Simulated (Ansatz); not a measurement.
**CO on Mo(110): change of the work function**

How does CO on the longbridge site change the work function of Mo(110) as the layer fills?

Program: Ansatz 0.2.0. Level of theory: plane-wave DFT, RPBE, Ansatz PAW. Results are calculated unless marked as measured.

## Step 1: The starting structure

The cell holds 4 atoms: 4 Mo. Cell: a = 2.728 Å, b = 2.728 Å, c = 24.682 Å, α = 90.0°, β = 90.0°, γ = 70.5°. Vacuum lies along c.

## Step 2: The clean slab

The bare slab comes first, as the zero from which every change is counted. The two lowest layers are held at bulk places and the upper ones relax. The dipole correction removes the false field that a one-sided slab makes across the periodic vacuum, so each face gets a flat vacuum level of its own.

Input file input.yaml:

```yaml
crystal:
  lattice:
    - [2.2273863607, -1.575, 0.0]
    - [2.2273863607, 1.575, 0.0]
    - [0.0, 0.0, 24.6821590822]
  atoms:
    - { symbol: Mo, position: [0.0, 0.0, 0.3646358477] }
    - { symbol: Mo, position: [0.5, 0.5, 0.4548786159] }
    - { symbol: Mo, position: [0.0, 0.0, 0.5451213841] }
    - { symbol: Mo, position: [0.5, 0.5, 0.6353641523] }
kpoints:
  mp_grid: { grid: [12, 12, 1] }
hamiltonian:
  xc: rpbe
scf:
  occupations: { method: fermi_dirac, width: 0.1 }
  convergence: { dr2_threshold: 1.0e-08 }
efield:
  axis: 3
  dipole_correction: true
  ramp_position: 0.97
  ramp_width: 0.06
relax:
  f_tol: 0.02
  max_steps: 60
  constraints: [{ sites: [0, 1] }]
output:
  write_potential: true
  write_density: true
  volumetric_format: npy
```

On the command line:

```bash
ansatz run input.yaml --threads 4 --pin off --max-ram 6144MiB --backend cpu --events-out ev --progress --plain --runs-dir out
```

Numbers of over 12 decimals in the logs are rounded to 6 here.

The program printed:

```text
Engine: ansatz 0.2.0, x86_64-unknown-linux-gnu
Pseudopotentials: kind: paw
Pseudopotential: Mo, paw, valence charge 14, recommended cutoff 420 eV (normal), Mo.paw.azcp
Functional definition: RPBE
  parameter kappa = 0.804
  parameter beta = 0.066725
  exchange = rpbe_x(kappa = kappa, mu = beta*pi^2/3)
  correlation = pbe_c(beta = beta)
Crystal: 4 atoms, lattice volume = 173.177 Å³
Basis set: ecut = 420 eV, 3445 PW (Γ), exchange–correlation on 40×40×360 points (8 copies of the dense FFT grid, shifted against one another)
Bands: 34, of which v1, the nominal top of the filled ones, is band 28 counted from 1 (27 counted from 0)
Symmetry: 4 space group operations
k-points: 43 of 144
Non-local potential: Mo, projectors of the file, l = 0: 3, l = 1: 2, l = 2: 2, l = 3: 1
PAW form: soft (Blöchl's): semilocal exchange-correlation on the pseudo side does not see the compensation charge
PAW frozen core: Mo, regenerated for the run's functional, and the local potential with it (the file was generated under x = pbe(κ = 0.804, μ = 0.219515), c = pbe(β = 0.066725))
PAW one-centre angular grid: Mo, 590 points (default); XC on 64 Gauss nodes
Initial density: superposition of atomic densities (neutral atoms: chi_scale 0, normalization atom), corrected by the library's trained network
Initial wavefunctions: pseudopotential atomic-orbital guess
Functional: x = rpbe, c = pbe(β = 0.066725)
SCF iter   1: F=—  HF=-19849.840492 eV  |F-HF|=—  |Δ(HF+E_count)|=         —  Δρ=3.77e-3  dr2=1.76e-1  ethr=1.77e-3  p=0.000 e·Å  D=1.43e-13 V/Å  ΔV_dip=-0.00 eV  dr2_dipole=1.38e-6  V_vac-E_F(+/−)=4.78/4.78 eV  ⟨swp⟩=8.9  Hψ=15695  notcnv=0  defer=4
efield: sawtooth ramp at fractional position 0.9700 (set: `efield.ramp_position`, or a place that a band, a saddle search or an elastic batch's reference lends), width 0.0600; the density the first Hamiltonian is built on has a dipole p = 0.000 e·Å; the dipole correction subtracts the counter field D = 1.43e-13 V/Å, which shifts the + side's vacuum level by -0.00 eV against the − side's; the planar-averaged density in the ramp window peaks in size at 1.4e-5 e/Å³
automatic band count: the SCF goes on with 40 bands, as 34 were too few: the levels above may hold too much charge
preconditioner: auto → LDOS  [metal: Δε(μ)=0.035 eV  Ē_g=5.172 eV  σ=0.100 eV  W_gap=0.09  n_scr=16 (ndim 8)  ℏωp=13.8 eV  f_vac=0.563  D(μ)=3.62/eV (n_scr^D=14)  β→1.0]
SCF iter   2: F=—  HF=-19849.834996 eV  |F-HF|=—  |Δ(HF+E_count)|=   5.50e-3  Δρ=1.88e-3  dr2=1.84e-2  ethr=3.15e-4  p=0.000 e·Å  D=6.99e-6 V/Å  ΔV_dip=-0.00 eV  dr2_dipole=1.16e-6  V_vac-E_F(+/−)=4.56/4.56 eV  ⟨swp⟩=2.1  Hψ=2680  notcnv=0  defer=23
SCF iter   3: F=—  HF=-19849.833052 eV  |F-HF|=—  |Δ(HF+E_count)|=   1.94e-3  Δρ=5.85e-4  dr2=2.06e-3  ethr=3.28e-5  p=0.000 e·Å  D=4.35e-6 V/Å  ΔV_dip=-0.00 eV  dr2_dipole=1.36e-7  V_vac-E_F(+/−)=4.58/4.58 eV  ⟨swp⟩=2.5  Hψ=3000  notcnv=0  defer=23
SCF iter   4: F=—  HF=-19849.832720 eV  |F-HF|=—  |Δ(HF+E_count)|=   3.32e-4  Δρ=1.48e-4  dr2=1.03e-4  ethr=3.69e-6  p=0.000 e·Å  D=1.82e-6 V/Å  ΔV_dip=-0.00 eV  dr2_dipole=3.39e-8  V_vac-E_F(+/−)=4.57/4.57 eV  ⟨swp⟩=2.2  Hψ=2366  notcnv=0  defer=23
SCF iter   5: F=—  HF=-19849.832755 eV  |F-HF|=—  |Δ(HF+E_count)|=   3.47e-5  Δρ=5.09e-5  dr2=1.41e-5  ethr=1.83e-7  p=-0.000 e·Å  D=-2.22e-7 V/Å  ΔV_dip=0.00 eV  dr2_dipole=1.04e-10  V_vac-E_F(+/−)=4.55/4.55 eV  ⟨swp⟩=2.6  Hψ=2532  notcnv=0  defer=23
SCF iter   6: F=—  HF=-19849.832770 eV  |F-HF|=—  |Δ(HF+E_count)|=   1.57e-5  Δρ=1.95e-5  dr2=2.14e-6  ethr=2.52e-8  p=-0.000 e·Å  D=-4.03e-7 V/Å  ΔV_dip=0.00 eV  dr2_dipole=1.80e-10  V_vac-E_F(+/−)=4.55/4.55 eV  ⟨swp⟩=2.0  Hψ=2249  notcnv=0  defer=23
SCF iter   7: F=—  HF=-19849.832837 eV  |F-HF|=—  |Δ(HF+E_count)|=   6.69e-5  Δρ=6.62e-6  dr2=1.54e-7  ethr=3.83e-9  p=-0.000 e·Å  D=-2.53e-7 V/Å  ΔV_dip=0.00 eV  dr2_dipole=1.13e-10  V_vac-E_F(+/−)=4.55/4.55 eV  ⟨swp⟩=2.1  Hψ=2224  notcnv=0  defer=23
SCF iter   8: F=—  HF=-19849.832838 eV  |F-HF|=—  |Δ(HF+E_count)|=   1.87e-7  Δρ=2.21e-6  dr2=1.59e-8  ethr=2.74e-10  p=-0.000 e·Å  D=-2.36e-8 V/Å  ΔV_dip=0.00 eV  dr2_dipole=1.54e-12  V_vac-E_F(+/−)=4.54/4.54 eV  ⟨swp⟩=2.7  Hψ=2926  notcnv=0  defer=23
SCF iter   9: F=-19849.832838 eV  HF=-19849.832838 eV  |F-HF|=2.76e-9  |Δ(HF+E_count)|=   1.26e-8  Δρ=6.18e-7  dr2=6.62e-10  ethr=1.79e-11  p=-0.000 e·Å  D=-1.45e-8 V/Å  ΔV_dip=0.00 eV  dr2_dipole=6.38e-13  V_vac-E_F(+/−)=4.54/4.54 eV  ⟨swp⟩=9.8  Hψ=10599  notcnv=0
SCF 1 converged in 9 iterations: F = -19849.832838 eV  dr2 = 6.62e-10
  greatest PAW one-centre occupation: 0.998 electrons in one spin orbital (limit 2), on the Mo atom at site 3 (counted from 0), in its partial waves of l = 0
relax step   1: F+E_penalty+E_count = -19849.83283757 eV  Δ(F+E_penalty+E_count) = +0.000e0 eV  max|allowed force component| = 6.162e-1 eV/Å  Δτ_max = 0.0000 Å  (9 SCF iters, accepted)
Bands: 40, of which v1, the nominal top of the filled ones, is band 28 counted from 1 (27 counted from 0)
Initial density: handed on by an earlier stage of this run
Initial wavefunctions: those handed on with the density
iter 1 solved again at ethr=4.86e-4 eV; its pass at ethr=3.10e-3 eV (dr2=2.72e-1 eV) is discarded
SCF iter   1: F=—  HF=-19849.844415 eV  |F-HF|=—  |Δ(HF+E_count)|=         —  Δρ=6.73e-3  dr2=2.91e-1  ethr=4.86e-4  p=-0.000 e·Å  D=-1.33e-7 V/Å  ΔV_dip=0.00 eV  dr2_dipole=3.53e-2  V_vac-E_F(+/−)=4.56/4.56 eV  ⟨swp⟩=1.3  Hψ=6068  notcnv=0  defer=26
efield: sawtooth ramp at fractional position 0.9700 (set: `efield.ramp_position`, or a place that a band, a saddle search or an elastic batch's reference lends), width 0.0600; the density the first Hamiltonian is built on has a dipole p = -0.000 e·Å; the dipole correction subtracts the counter field D = -1.33e-7 V/Å, which shifts the + side's vacuum level by +0.00 eV against the − side's; the planar-averaged density in the ramp window peaks in size at 5.3e-6 e/Å³
preconditioner: auto → LDOS  [metal: Δε(μ)=0.010 eV  Ē_g=5.200 eV  σ=0.100 eV  W_gap=0.03  n_scr=16 (ndim 8)  ℏωp=13.8 eV  f_vac=0.566  D(μ)=3.58/eV (n_scr^D=14)  β→1.0]
SCF iter   2: F=—  HF=-19849.835281 eV  |F-HF|=—  |Δ(HF+E_count)|=   9.13e-3  Δρ=3.14e-3  dr2=6.02e-2  ethr=4.86e-4  p=0.005 e·Å  D=5.51e-3 V/Å  ΔV_dip=-0.14 eV  dr2_dipole=5.74e-5  V_vac-E_F(+/−)=4.39/4.53 eV  ⟨swp⟩=2.0  Hψ=2678  notcnv=0  defer=26
SCF iter   3: F=—  HF=-19849.830366 eV  |F-HF|=—  |Δ(HF+E_count)|=   4.92e-3  Δρ=1.42e-3  dr2=1.23e-2  ethr=1.07e-4  p=0.004 e·Å  D=4.34e-3 V/Å  ΔV_dip=-0.11 eV  dr2_dipole=3.02e-7  V_vac-E_F(+/−)=4.43/4.54 eV  ⟨swp⟩=2.8  Hψ=3418  notcnv=0  defer=26
[...]
SCF iter   3: F=—  HF=-19849.849062 eV  |F-HF|=—  |Δ(HF+E_count)|=   1.26e-3  Δρ=6.89e-4  dr2=2.83e-3  ethr=2.43e-5  p=0.005 e·Å  D=4.83e-3 V/Å  ΔV_dip=-0.12 eV  dr2_dipole=3.79e-7  V_vac-E_F(+/−)=4.42/4.53 eV  ⟨swp⟩=2.7  Hψ=3129  notcnv=0  defer=26
SCF iter   4: F=—  HF=-19849.848520 eV  |F-HF|=—  |Δ(HF+E_count)|=   5.42e-4  Δρ=1.36e-4  dr2=7.65e-5  ethr=5.05e-6  p=0.004 e·Å  D=4.45e-3 V/Å  ΔV_dip=-0.11 eV  dr2_dipole=1.19e-6  V_vac-E_F(+/−)=4.43/4.54 eV  ⟨swp⟩=2.3  Hψ=2407  notcnv=0  defer=26
SCF iter   5: F=—  HF=-19849.848530 eV  |F-HF|=—  |Δ(HF+E_count)|=   9.60e-6  Δρ=3.85e-5  dr2=7.26e-6  ethr=1.37e-7  p=0.004 e·Å  D=4.16e-3 V/Å  ΔV_dip=-0.10 eV  dr2_dipole=3.05e-7  V_vac-E_F(+/−)=4.44/4.54 eV  ⟨swp⟩=2.4  Hψ=2676  notcnv=0  defer=26
SCF iter   6: F=—  HF=-19849.848605 eV  |F-HF|=—  |Δ(HF+E_count)|=   7.52e-5  Δρ=1.44e-5  dr2=1.33e-6  ethr=1.30e-8  p=0.004 e·Å  D=3.93e-3 V/Å  ΔV_dip=-0.10 eV  dr2_dipole=1.43e-7  V_vac-E_F(+/−)=4.44/4.54 eV  ⟨swp⟩=2.1  Hψ=2372  notcnv=0  defer=26
SCF iter   7: F=—  HF=-19849.848605 eV  |F-HF|=—  |Δ(HF+E_count)|=   5.69e-9  Δρ=6.12e-6  dr2=1.02e-7  ethr=2.37e-9  p=0.004 e·Å  D=3.82e-3 V/Å  ΔV_dip=-0.09 eV  dr2_dipole=5.47e-10  V_vac-E_F(+/−)=4.45/4.54 eV  ⟨swp⟩=2.2  Hψ=2414  notcnv=0  defer=26
SCF iter   8: F=—  HF=-19849.848605 eV  |F-HF|=—  |Δ(HF+E_count)|=   4.61e-8  Δρ=2.43e-6  dr2=2.17e-8  ethr=1.82e-10  p=0.004 e·Å  D=3.80e-3 V/Å  ΔV_dip=-0.09 eV  dr2_dipole=6.50e-10  V_vac-E_F(+/−)=4.45/4.54 eV  ⟨swp⟩=3.5  Hψ=3474  notcnv=0  defer=26
SCF iter   9: F=-19849.848605 eV  HF=-19849.848605 eV  |F-HF|=2.68e-9  |Δ(HF+E_count)|=   2.31e-8  Δρ=9.08e-7  dr2=2.66e-9  ethr=1.79e-11  p=0.004 e·Å  D=3.79e-3 V/Å  ΔV_dip=-0.09 eV  dr2_dipole=7.22e-11  V_vac-E_F(+/−)=4.45/4.54 eV  ⟨swp⟩=10.0  Hψ=10637  notcnv=0
SCF 3 converged in 9 iterations: F = -19849.848605 eV  dr2 = 2.66e-9
relax step   3: F+E_penalty+E_count = -19849.84860506 eV  Δ(F+E_penalty+E_count) = -1.577e-2 eV  max|allowed force component| = 1.065e-1 eV/Å  Δτ_max = 0.0403 Å  (9 SCF iters, accepted)
SCF iter   1: F=—  HF=-19849.849612 eV  |F-HF|=—  |Δ(HF+E_count)|=         —  Δρ=1.04e-3  dr2=6.29e-3  ethr=2.06e-4  p=0.004 e·Å  D=3.79e-3 V/Å  ΔV_dip=-0.09 eV  dr2_dipole=5.05e-4  V_vac-E_F(+/−)=4.45/4.54 eV  ⟨swp⟩=2.3  Hψ=2918  notcnv=0  defer=26
efield: sawtooth ramp at fractional position 0.9700 (set: `efield.ramp_position`, or a place that a band, a saddle search or an elastic batch's reference lends), width 0.0600; the density the first Hamiltonian is built on has a dipole p = 0.004 e·Å; the dipole correction subtracts the counter field D = 3.79e-3 V/Å, which shifts the + side's vacuum level by -0.09 eV against the − side's; the planar-averaged density in the ramp window peaks in size at 4.2e-6 e/Å³
preconditioner: auto → LDOS  [metal: Δε(μ)=0.022 eV  Ē_g=5.168 eV  σ=0.100 eV  W_gap=0.05  n_scr=16 (ndim 8)  ℏωp=13.8 eV  f_vac=0.565  D(μ)=3.48/eV (n_scr^D=14)  β→1.0]
SCF iter   2: F=—  HF=-19849.849412 eV  |F-HF|=—  |Δ(HF+E_count)|=   2.00e-4  Δρ=4.17e-4  dr2=1.34e-3  ethr=1.12e-5  p=0.003 e·Å  D=3.25e-3 V/Å  ΔV_dip=-0.08 eV  dr2_dipole=9.71e-5  V_vac-E_F(+/−)=4.46/4.54 eV  ⟨swp⟩=2.0  Hψ=2378  notcnv=0  defer=26
SCF iter   3: F=—  HF=-19849.849339 eV  |F-HF|=—  |Δ(HF+E_count)|=   7.36e-5  Δρ=1.74e-4  dr2=1.73e-4  ethr=2.38e-6  p=0.003 e·Å  D=3.22e-3 V/Å  ΔV_dip=-0.08 eV  dr2_dipole=6.92e-6  V_vac-E_F(+/−)=4.46/4.54 eV  ⟨swp⟩=2.0  Hψ=2248  notcnv=0  defer=26
SCF iter   4: F=—  HF=-19849.849319 eV  |F-HF|=—  |Δ(HF+E_count)|=   1.93e-5  Δρ=4.73e-5  dr2=1.07e-5  ethr=3.09e-7  p=0.003 e·Å  D=3.13e-3 V/Å  ΔV_dip=-0.08 eV  dr2_dipole=1.77e-7  V_vac-E_F(+/−)=4.46/4.54 eV  ⟨swp⟩=3.4  Hψ=3168  notcnv=0  defer=26
SCF iter   5: F=—  HF=-19849.849333 eV  |F-HF|=—  |Δ(HF+E_count)|=   1.37e-5  Δρ=1.48e-5  dr2=4.78e-7  ethr=1.90e-8  p=0.003 e·Å  D=3.10e-3 V/Å  ΔV_dip=-0.08 eV  dr2_dipole=6.24e-9  V_vac-E_F(+/−)=4.46/4.54 eV  ⟨swp⟩=2.3  Hψ=2487  notcnv=0  defer=26
SCF iter   6: F=—  HF=-19849.849403 eV  |F-HF|=—  |Δ(HF+E_count)|=   6.98e-5  Δρ=6.60e-6  dr2=9.25e-8  ethr=8.54e-10  p=0.003 e·Å  D=3.09e-3 V/Å  ΔV_dip=-0.08 eV  dr2_dipole=4.54e-11  V_vac-E_F(+/−)=4.46/4.54 eV  ⟨swp⟩=2.5  Hψ=2787  notcnv=0  defer=26
SCF iter   7: F=—  HF=-19849.849403 eV  |F-HF|=—  |Δ(HF+E_count)|=   1.50e-7  Δρ=3.26e-6  dr2=3.57e-8  ethr=1.65e-10  p=0.003 e·Å  D=3.07e-3 V/Å  ΔV_dip=-0.08 eV  dr2_dipole=3.66e-9  V_vac-E_F(+/−)=4.46/4.54 eV  ⟨swp⟩=2.5  Hψ=2784  notcnv=0  defer=26
SCF iter   8: F=-19849.849403 eV  HF=-19849.849403 eV  |F-HF|=3.53e-10  |Δ(HF+E_count)|=   1.73e-8  Δρ=6.26e-7  dr2=2.30e-9  ethr=1.79e-11  p=0.003 e·Å  D=3.07e-3 V/Å  ΔV_dip=-0.08 eV  dr2_dipole=4.14e-10  V_vac-E_F(+/−)=4.46/4.54 eV  ⟨swp⟩=8.0  Hψ=11501  notcnv=0
SCF 4 converged in 8 iterations: F = -19849.849403 eV  dr2 = 2.30e-9
relax step   4: F+E_penalty+E_count = -19849.84940310 eV  Δ(F+E_penalty+E_count) = -7.980e-4 eV  max|allowed force component| = 1.562e-3 eV/Å  Δτ_max = 0.0166 Å  (8 SCF iters, accepted)
NSCF: frozen V_eff on 43 k-points
the band table was solved once a step of the walk had ended and its energy, with any forces and stress, was formed, with the checks that follow a solve (8202 applications of the Hamiltonian). They found nothing against the state; the energy, forces and stress were not computed again (output.eigenvalues in the input reference)
SCF converged after 8 iterations
Free energy (F): -19849.849403 eV
Harris-Foulkes:  -19849.849403 eV  (|F-HF|=3.53e-10)
Internal energy: -19849.731968 eV  (E = F + TS)
E sigma→0 (E₀):  -19849.790686 eV
Entropy (-TS):   -0.117435 eV (-29.359 meV/atom)
Fermi energy:    4.872254 eV
Dipole field:    D = 0.003101 V/Å  (p = 0.002967 e·Å, saw-weighted, corrected)
Work function:   Φ+ = 4.4608 eV   Φ− = 4.5373 eV
Levels:          The Fermi level and band energies are counted from a zero that moves with the ramp; work functions are not
--- Per-component energies (eV) ---
  E_band       = -1122.117805
  E_kinetic    = 1757.903955
  E_local      = -72623.845550  (includes V_loc(G=0)·N_el)
  E_nonlocal   = 569.140325
  E_hartree    = 35329.297368
  E_xc         = -731.252105
  E_vxc        = -910.996791  (∫ρ·V_xc dr)
  E_paw        = -12832.382632  (= ΣΔE_a)
  E_vpaw       = -572.917008  (= ΣTr[D̂ρ^β])
  E_aug_tail   = 0.000184  (compensation charges beyond the density's cutoff)
  E_efield     = 0.000005  (sawtooth field / dipole correction)
  E_vefield    = -0.001000  (∫n·V_field dr)
  E_ewald      = 28681.770813
  E_core_change = -0.364330  (= ΣΔE_core)
  E_smearing   = -0.117435  (= −TS)
  E_closure    = -0.000000  (closes the sum)
  Σ components = -19849.849403   (vs F -19849.849403, Δ=0.00e0)
--- Forces (eV/Å), atoms counted from 1 ---
  atom   1  Mo     0.00000000     0.00000000     0.36594997
  atom   2  Mo     0.00000000    -0.00000000    -0.36428099
  atom   3  Mo     0.00000000    -0.00000000    -0.00156209
  atom   4  Mo     0.00000000    -0.00000000    -0.00012533
  max |Σ_I F_I| component: 1.84e-5 eV/Å
--- Band table (eV; the first three rows and the last of 43) ---
  k-point 0: bands = [... 24 lower, 3.3782, 3.4568, 3.6534, 3.9589, 4.9818, 5.2335, 5.9484, 6.0504, ... 8 higher]
  k-point 1: bands = [... 24 lower, 3.2442, 3.3489, 3.6786, 4.1262, 4.6862, 5.2895, 5.5826, 5.9120, ... 8 higher]
  k-point 2: bands = [... 24 lower, 3.0883, 3.1958, 3.8198, 4.0765, 4.5591, 4.8293, 5.7983, 5.8384, ... 8 higher]
  k-point 42: bands = [... 24 lower, 3.3753, 5.3627, 5.4125, 5.6695, 5.8216, 6.3020, 7.5350, 7.7515, ... 8 higher]
--- Relaxed structure (4 steps of the walk, 3 accepted, 0 SCFs on fresh bases) ---
  F+E_penalty+E_count = -19849.84940310 eV   max|allowed force component| = 1.562e-3 eV/Å
  atoms:
    - { symbol: Mo, position: [0.0, 0.0, 0.364636] }
    - { symbol: Mo, position: [0.500000, 0.500000, 0.454879] }
    - { symbol: Mo, position: [-7.439989898634852e-19, 7.439989898634852e-19, 0.546832] }
    - { symbol: Mo, position: [0.500000, 0.500000, 0.634596] }
```

Wall time 14 s (4 threads of Intel Xeon 6975P-C (Granite Rapids), shared host); peak memory 0.65 GiB; 53 s of CPU time.

Relaxation path:

| step | energy less that of the first step (eV) | largest force component (eV/Å) |
| --- | --- | --- |
| 1 | 0.0000 | 0.6162 |
| 2 | 0.0048 | 0.7025 |
| 3 | -0.0158 | 0.1065 |
| 4 | -0.0166 | 0.0016 |

Relaxation step 2 was tried and not accepted.

The run keeps the 4 symmetry operations that it works with, so distortions that break them were not tested.

The atoms that moved most (Å):

| atom | dx | dy | dz | length |
| --- | --- | --- | --- | --- |
| Mo3 | 0.000 | 0.000 | 0.042 | 0.042 |
| Mo4 | 0.000 | 0.000 | -0.019 | 0.019 |

Numbers from this step:

```
energy at zero smearing        : -19849.7907 eV
work function, upper face      : 4.461 eV
work function, lower face      : 4.537 eV
dipole along the normal        : 0.002967 e·Å
step between the vacuum levels : -0.07653 eV
```

Running mean over 2.227 Å of the planar mean; the ramp of the sawtooth is left out. The electron's electrostatic potential energy less the Fermi level by z:

| z (Å) | electron's electrostatic potential energy less the Fermi level (eV) |
| --- | --- |
| 3.5 | 4.54 |
| 4.0 | 4.54 |
| 4.5 | 4.53 |
| 5.0 | 4.52 |
| 5.5 | 4.49 |
| 6.0 | 4.39 |
| 6.5 | 4.07 |
| 7.0 | 3.06 |
| 7.5 | -0.260 |
| 8.0 | -6.08 |
| 8.5 | -10.9 |
| 9.0 | -12.5 |
| 9.5 | -12.7 |
| 10.0 | -12.8 |
| 10.5 | -12.9 |
| 11.0 | -12.9 |
| 11.5 | -12.9 |
| 12.0 | -12.6 |
| 12.5 | -12.5 |
| 13.0 | -12.8 |
| 13.5 | -13.0 |
| 14.0 | -13.3 |
| 14.5 | -13.5 |
| 15.0 | -13.3 |
| 15.5 | -12.8 |
| 16.0 | -11.8 |
| 16.5 | -7.99 |
| 17.0 | -2.04 |
| 17.5 | 2.25 |
| 18.0 | 3.79 |
| 18.5 | 4.25 |
| 19.0 | 4.39 |
| 19.5 | 4.44 |
| 20.0 | 4.45 |
| 20.5 | 4.46 |
| 21.0 | 4.46 |
| 21.5 | 4.46 |

The relaxation took 4 steps and lowered the energy by 0.017 eV; the largest force on the free atoms ends at 0.0016 eV/Å.

The work function of the upper face is 4.46 eV.

(Continued in part 2 of 5.)

[Logs are printed without paths, hosts, clocks, repeated set-up lines and the standing remarks that a program may print on its own settings, such as how far it seeks lower states.]

[Hosts, paths, dates, database ids (printed as entryN), source tags and the programs' standing remarks are cut or masked in the printed files.]

[Maps of the electrostatic potential energy from Ansatz leave out the sawtooth potential of an applied field or a dipole correction, so their vacuum need not be flat; planar profiles and work functions include it.]
